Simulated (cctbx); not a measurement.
## Absolute structure of GaCu2SnSe4

Space group I-4 (no. 82), a = 5.7310 Å, b = 5.7310 Å, c = 11.5900 Å, α = 90.00°, β = 90.00°, γ = 90.00°.

| atom | mult. | x | y | z | Ueq (Å²) |
| --- | --- | --- | --- | --- | --- |
| Sn1 | 2 | 1/2 | 1/2 | 0 | 0.0143 |
| Se1 | 8 | 0.7650 | 0.2349 | 0.1310 | 0.0225 |
| Ga1 | 2 | 0 | 1/2 | 1/4 | 0.0304 |
| Cu1 | 2 | 0 | 0 | 0 | 0.0119 |
| Cu2 | 2 | 1/2 | 0 | 1/4 | 0.0090 |

The model is made up (kin elements in a known structure type, no relaxation), so it says nothing on whether the phase exists.

Data sets are simulated with cctbx and refined with Bijvoet mates kept apart; Flack x is then fitted as the share of an inverted twin with the atoms fixed, Hooft y from the Bijvoet differences. The group is acentric but holds improper operations, so there is an absolute structure (orientation) and no hand.

Untwinned crystal. What Flack and Hooft values should come out?

```csv
λ (Å),extinction (unmodelled),d min (Å),top counts,error (%),model,R1,Flack x,s.u.,Hooft y,s.u.,pairs
0.71073,0,0.77,5000,4,as given,0.0263,-0.03,0.04,-0.027,0.035,207
0.71073,0,0.77,5000,4,inverted,0.0535,1.03,0.04,1.034,0.036,207
1.54184,0,0.83,20000,4,as given,0.0152,0.017,0.007,0.008,0.009,165
```

With Mo Kα, x is within 3 s.u. of 0, so the absolute structure is right. With Cu Kα, x is within 3 s.u. of 0, so the absolute structure is right. Inverting the model turns x into about 1 − x.

A further crystal gives:

| λ (Å) | extinction (unmodelled) | d min (Å) | top counts | error (%) | model | R1 | Flack x | s.u. | Hooft y | s.u. | pairs |
| --- | --- | --- | --- | --- | --- | --- | --- | --- | --- | --- | --- |
| 1.54184 | 0.3 | 0.83 | 20000 | 6 | as given | 0.0269 | 0.154 | 0.008 | 0.148 | 0.010 | 164 |

**Question.** What is it?

It was simulated as an inversion twin with a fraction 0.15 of the inverted domain. Flack x is over 3 s.u. from both 0 and 1 and reads that fraction.

[Logs are printed without paths, hosts, clocks, repeated set-up lines and the standing remarks that a program may print on its own settings, such as how far it seeks lower states.]
